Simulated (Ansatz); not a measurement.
## Quasiparticle gap of LaVO4 (P2_1/c)

Aim: the quasiparticle gap of LaVO4 (P2_1/c), starting from HSE06.

Main program and level: Ansatz 0.2.0; HSE06, then G0W0 on it, plane waves, PAW.

**The experiments to reproduce.**

- Gap 3.5 ± 0.2 eV: earlier reported experimental gap; powder (literature value) (quoted in “Structural phase transition and its consequences on optical behavior of LaV1-xNbxO4”, 2021, arxiv:2102.02442).

- Gap 3.4 eV: indirect optical gap from Tauc plot; diffuse reflectance, Kubelka-Munk; 300 K; powder (solid-state reaction, sintered at 1250 C) (“Structural phase transition and its consequences on optical behavior of LaV1-xNbxO4”, 2021, arxiv:2102.02442).

This is a report of a sequence of runs, with most program output left out.

In doubt: masses and optical values from hybrid runs of this build are listed as unsure (step 3), which bears on the screening that GW takes from such a start.

## (1) Set-up

The structure is monoclinic, space group P2_1/c (No. 14). The conventional cell has a = 6.725 Å, b = 7.283 Å, c = 8.399 Å, α = 90.00°, β = 125.80°, γ = 90.00°. Nearest to La lie 9 O at 2.49 to 2.89 Å. Nearest to V lie 4 O at 1.70 to 1.72 Å. Nearest to O lie 1 V at 1.72 Å and 2 La at 2.49 to 2.53 Å. Nearest to O lie 1 V at 1.70 Å and 2 La at 2.50 to 2.53 Å. Nearest to O lie 1 V at 1.70 Å and 2 La at 2.52 to 2.68 Å. O has 1 V at 1.72 Å and 3 La at 2.56 to 2.89 Å nearest. Farther neighbours and most contacts between anions are not listed.

The cell and positions come from the Crystallography Open Database and are kept as given unless a step says otherwise. Spin-orbit coupling is left out unless a step names it. The default PAW set here is soft_2. Its files were made with PBE.

## (2) The starting point: HSE06

HSE06 mixes in a quarter of exact exchange at short range.

This step: DFT, HSE06, plane waves, PAW.

Input file input.yaml:

```yaml
crystal:
  lattice:
    - [6.725, 0.0, 0.0]
    - [0.0, 7.2827, 0.0]
    - [-4.9123006198, 0.0, 6.8121466218]
  atoms:
    - { symbol: La, position: [0.827399, 0.157198, 0.723776] }
    - { symbol: La, position: [0.172601, 0.657198, 0.776224] }
    - { symbol: La, position: [0.172601, 0.842802, 0.276224] }
    - { symbol: La, position: [0.827399, 0.342802, 0.223776] }
    - { symbol: V, position: [0.31429, 0.16481, 0.69917] }
    - { symbol: V, position: [0.68571, 0.66481, 0.80083] }
    - { symbol: V, position: [0.68571, 0.83519, 0.30083] }
    - { symbol: V, position: [0.31429, 0.33519, 0.19917] }
    - { symbol: O, position: [0.8171, 0.4979, 0.7446] }
    - { symbol: O, position: [0.1829, 0.9979, 0.7554] }
    - { symbol: O, position: [0.1829, 0.5021, 0.2554] }
    - { symbol: O, position: [0.8171, 0.0021, 0.2446] }
    - { symbol: O, position: [0.6098, 0.2795, 0.3821] }
    - { symbol: O, position: [0.3902, 0.7795, 0.1179] }
    - { symbol: O, position: [0.3902, 0.7205, 0.6179] }
    - { symbol: O, position: [0.6098, 0.2205, 0.8821] }
    - { symbol: O, position: [0.6587, 0.895, 0.4829] }
    - { symbol: O, position: [0.3413, 0.395, 0.0171] }
    - { symbol: O, position: [0.3413, 0.105, 0.5171] }
    - { symbol: O, position: [0.6587, 0.605, 0.9829] }
    - { symbol: O, position: [0.8898, 0.8436, 0.8857] }
    - { symbol: O, position: [0.1102, 0.3436, 0.6143] }
    - { symbol: O, position: [0.1102, 0.1564, 0.1143] }
    - { symbol: O, position: [0.8898, 0.6564, 0.3857] }
kpoints:
  mp_grid: { grid: [4, 2, 2] }
  band_path:
    path:
      - [0.0, 0.0, 0.0]
      - [0.0, 0.5, 0.0]
      - [0.0, 0.5, 0.5]
      - [0.0, 0.0, 0.5]
      - [-0.5, 0.0, 0.5]
      - [-0.5, 0.5, 0.5]
      - [-0.5, 0.5, 0.0]
      - [-0.5, 0.0, 0.0]
      - [-0.5, 0.35, 0.0]
      - [-0.5, 0.1, 0.0]
    npoints: 1
hamiltonian:
  xc: hse06
scf:
  occupations: { method: fixed }
  n_extra_bands: 12
output:
  eigenvalues: true
```

Command:

```
> ansatz run input.yaml --threads 24 --pin off --max-ram 82944MiB --backend cuda --events-out ev --progress --plain --runs-dir out --devices 1 --max-vram 78GiB
```

Wall time 27 s (1 × NVIDIA GB200 (shared by 2 runs) with 24 threads of Arm Neoverse V2, shared host); peak memory 2.6 GiB; 4.7 min of CPU time.

This step gave:

* gap: 5.123 eV
* valence top at: Y_2
* conduction bottom at: k = (-0.500, 0.350, 0.000)
* least direct gap: 5.224 eV
* exact-exchange fraction: 0.25

Over mesh and listed points the gap is 5.123 eV, from k = (-0.500, 0.000, 0.000) to k = (-0.500, 0.350, 0.000). The least direct gap found is 5.224 eV, at k = (-0.500, 0.100, 0.000). On the 4×2×2 mesh alone the same run gives 5.144 eV, so that mesh misses an edge of HSE06: 5.144 − 5.123 = +0.021 eV.

## (3) The quasiparticle correction

G0W0 replaces the xc potential by a self-energy built once from the orbitals of the start. Levels are corrected in the window of bands that the input names, at points of the mesh.

This step: G0W0 on HSE06, plane waves, PAW.

input.yaml, as its differences from that of step 2:

```diff
@@ -31,16 +31,3 @@
 kpoints:
-  mp_grid: { grid: [4, 2, 2] }
-  band_path:
-    path:
-      - [0.0, 0.0, 0.0]
-      - [0.0, 0.5, 0.0]
-      - [0.0, 0.5, 0.5]
-      - [0.0, 0.0, 0.5]
-      - [-0.5, 0.0, 0.5]
-      - [-0.5, 0.5, 0.5]
-      - [-0.5, 0.5, 0.0]
-      - [-0.5, 0.0, 0.0]
-      - [-0.5, 0.35, 0.0]
-      - [-0.5, 0.1, 0.0]
-    npoints: 1
+  mp_grid: { grid: [2, 2, 2] }
 hamiltonian:
@@ -49,4 +36,7 @@
   occupations: { method: fixed }
-  n_extra_bands: 12
-output:
-  eigenvalues: true
+gw:
+  n_empty_bands: 462
+  ecut_chi: 72
+  qp_bands: [v4, c4]
+  qp_kpoints: band_edges
+  screening: { model: contour_deformation }
```

Elapsed: 47 s, on 1 × NVIDIA GB200 (shared by 2 runs) with 24 threads; peak memory 2.9 GiB.

Numbers from this step:

```yaml
bands_summed: 558
rpa_eps_infinity_on_this_mesh_eigenvalues: 3.385, 3.401, 3.795
plane_waves_in_the_screening_matrix: 453
q_points_in_the_mesh: 8
g0w0_gap_over_the_corrected_points: 6.196 eV
k_of_the_valence_top: -0.5, 0, 0
k_of_the_conduction_bottom: -0.5, -0.5, 0
starting_gap_on_the_mesh: 5.144 eV
z_at_the_valence_top: 0.7799
z_at_the_conduction_bottom: 0.7805
least_direct_g0w0_gap_over_the_corrected_points: 6.324 eV
```

Over all 8 irreducible mesh points the G0W0 gap is 6.196 eV, from k = (-0.500, 0.000, 0.000) to k = (-0.500, -0.500, 0.000). The HSE06 gap of this run on the mesh is 5.144 eV. The two states that bound the G0W0 gap lie that far apart at the start, so the correction of the gap is 6.196 − 5.144 = +1.052 eV. The start of this run differs from the step before in mesh (4×2×2 and 2×2×2).

Labels follow the order of the start: v1 is the top filled band, c1 the lowest empty one; levels that stay degenerate share a row, the window can cut a multiplet, doubted levels are not marked in this list, bands outside the window were not corrected, and the list may be a part of the corrected levels. Levels before and after the correction, in eV, zero at the valence-band top of each column:

```tsv
	conduction bottom	valence top
HSE06	5.14	0.00
G0W0	6.20	0.00
```

```tsv
	level	occupation	energy (eV)
HSE06	(-0.5 0 0) v3	2	-0.372
HSE06	(-0.5 0 0) v2	2	-0.314
HSE06	(-0.5 0 0) v1	2	0.000
HSE06	(-0.5 0 0) c1	0	5.244
HSE06	(-0.5 0 0) c2	0	5.280
HSE06	(-0.5 0 0) c3	0	5.388
HSE06	(-0.5 -0.5 0) v3	2	-0.295
HSE06	(-0.5 -0.5 0) v2-v1	2	-0.233
HSE06	(-0.5 -0.5 0) c1-c2	0	5.144
HSE06	(-0.5 -0.5 0) c3	0	5.332
G0W0	(-0.5 0 0) v3	2	-0.399
G0W0	(-0.5 0 0) v2	2	-0.372
G0W0	(-0.5 0 0) v1	2	0.000
G0W0	(-0.5 0 0) c1	0	6.324
G0W0	(-0.5 0 0) c2	0	6.367
G0W0	(-0.5 0 0) c3	0	6.520
G0W0	(-0.5 -0.5 0) v3	2	-0.313
G0W0	(-0.5 -0.5 0) v2-v1	2	-0.271
G0W0	(-0.5 -0.5 0) c1-c2	0	6.196
G0W0	(-0.5 -0.5 0) c3	0	6.428
```

The parts of the quasiparticle energy for the two states that bound the G0W0 gap, in eV on the run's own scale (QP = start + Σx + Σc − Vxc, with Σc at the quasiparticle energy):

```tsv
edge	k	band	start	Σx	Σc	Vxc	Z	QP
valence top	(-0.500, 0.000, 0.000)	96	6.254	−25.713	4.270	−21.804	0.780	6.614
conduction bottom	(-0.500, -0.500, 0.000)	97	11.398	−15.276	−5.312	−22.000	0.780	12.809
```

For a hybrid start, Vxc holds its share of exact exchange.

## (4) Side by side

Each gap is the least one over the points named; times are wall times on shared hosts, not benchmarks. A G0W0 time includes the run's own self-consistent start. Runs with listed points see these and the mesh alone, so an edge that moves elsewhere is missed.

```tsv
level	mesh	files, cutoff	bands summed, screening	points	gap (eV)	valence top	conduction bottom	least direct gap (eV)	time
HSE06	4×2×2	soft_2 PAW, 420 eV	-	mesh and listed points	5.123	(-0.500, 0.000, 0.000)	(-0.500, 0.350, 0.000)	5.224	27 s
G0W0@HSE06	2×2×2	soft_2 PAW, 420 eV	558, 72 eV	all 8 irreducible mesh points	6.196	(-0.500, 0.000, 0.000)	(-0.500, -0.500, 0.000)	6.324	47 s
```

Computed less measured, in eV, for the reports listed at the start; nothing is added to the computed values:

```tsv
row	computed (eV)	3.5 ± 0.2 eV (quoted 2021)	3.4 eV (2021)
HSE06, gap	5.123	+1.623	+1.723
G0W0@HSE06, gap	6.196	+2.696	+2.796
G0W0@HSE06, least direct gap	6.324	+2.824	+2.924
```

## (5) Summary of results

```json
{
 "HSE06 gap over mesh and listed points": "5.123 eV, from k = (-0.500, 0.000, 0.000) to k = (-0.500, 0.350, 0.000)",
 "G0W0@HSE06 gap over all 8 irreducible mesh points": "6.196 eV, from k = (-0.500, 0.000, 0.000) to k = (-0.500, -0.500, 0.000)",
 "GW settings": "2×2×2 mesh, 462 empty bands, screening to 72 eV",
 "known limits": "finite bands, screening cutoff and k mesh; no spin-orbit coupling in G0W0; no spin polarisation"
}
```

What this shows: Over all 8 irreducible mesh points the G0W0 gap is 6.196 eV, from k = (-0.500, 0.000, 0.000) to k = (-0.500, -0.500, 0.000). The HSE06 gap of this run on the mesh is 5.144 eV. The two states that bound the G0W0 gap lie that far apart at the start, so the correction of the gap is 6.196 − 5.144 = +1.052 eV. The valence state moves by 6.614 − 6.254 = +0.360 eV and the conduction state by 12.809 − 11.398 = +1.411 eV, on the run's own scale; how far single levels stand from their limit in bands is not shown. Over mesh and listed points, HSE06 puts the conduction bottom at k = (-0.500, 0.350, 0.000), where no G0W0 correction was computed. The G0W0 gap over the whole zone is therefore not known from this run; at its settings it can only be equal to or under the 6.196 eV found, and no correction is carried over from another point. For the start itself the gap is 5.123 eV over mesh and listed points and 5.144 eV on the mesh of the G0W0 run, in runs that differ in mesh (4×2×2 and 2×2×2). No second run with other bands and screening cutoff is shown, so the distance to the basis limit is not known. On another start, G0W0@r2SCAN runs of this series (2×2×2 mesh, soft_2 PAW; not shown as steps) give 6.362 eV with 259 bands and 36 eV, 5.882 eV with 558 bands and 72 eV and 5.775 eV with 1091 bands and 120 eV. The program doubts an edge level of G0W0@r2SCAN with 259 bands (2×2×2, soft_2 PAW). G0W0 on other starts in this series, not shown as steps and not all at these settings: 5.882 eV on r2SCAN (2×2×2, soft_2 PAW, 558 bands, 72 eV) and 5.867 eV on LDA (2×2×2, soft_2 PAW, 558 bands, 72 eV). Two runs of this series at another level, not shown as steps, test spin-orbit coupling. r2SCAN+SOC against r2SCAN: 3.913 − 3.913 = +0.000 eV, with the same mesh, set of files (read in its fully relativistic form for the spin-orbit run) and cutoff, and both edges at the same k points. The spin-orbit run sees mesh and listed points alone, so its gap is an upper bound: the coupling can move an edge off these points, and the change over the zone, its sign included where it is small, is not known. What spin-orbit coupling does to the G0W0 levels was not computed, so no sum with the G0W0 gap is formed. Against experiment, G0W0@HSE06 at 6.196 eV lies +2.696 eV from 3.5 ± 0.2 eV (quoted 2021) and +2.796 eV from 3.4 eV (2021). The reports themselves run from 3.4 eV to 3.5 ± 0.2 eV. The differences hold parts that these runs do not separate: finite bands, cutoffs and mesh, points of the zone that were not corrected, the start of G0W0, spin-orbit coupling missing from it, static nuclei, no electron-hole attraction, and what each experiment reads as the gap. How much each gives is not known from the steps shown. The G0W0 runs are scalar-relativistic. The runs have no spin polarisation, and the cell holds V; whether a magnetic state lies lower is not shown here. Where d states form a band edge, one-shot GW is known to depend on its start; the orbital character of the edges was not analysed here. The cell holds La; where the f levels lie against the gap was not analysed here. No pair of G0W0 runs that differ in the mesh alone is shown (2×2×2 is a supercell whose nearest images lie 13 Å apart), so the error from the mesh is not known here. G0W0 is shown with one set of atomic data (soft_2 PAW), so the error from the files is not known here.

[Paths, hosts, dates, memory and timing lines, banners, echoed tables and standing remarks are left out of the program output.]

[Logs are printed without paths, hosts, clocks, repeated set-up lines and the standing remarks that a program may print on its own settings, such as how far it seeks lower states.]

[Runs of the session that timed out or met a known fault of the program may be left out.]

[Cells called generated may have been cut or substituted from an entry of the Crystallography Open Database or the Materials Project.]

[Hosts, paths, dates, database ids (printed as entryN), source tags and the programs' standing remarks are cut or masked in the printed files.]

[Where an RPA ε∞ is given, it is that of the G0W0 mesh and is not shown converged in it. Names of k-points follow the symmetry that the program found, which can be lower than the space group named. Band edges on a path are those of the sampled points; other points can move an edge, and change direct to indirect where valleys lie close.]

[Hybrid gaps are those of their k-mesh and are not shown converged in it.]
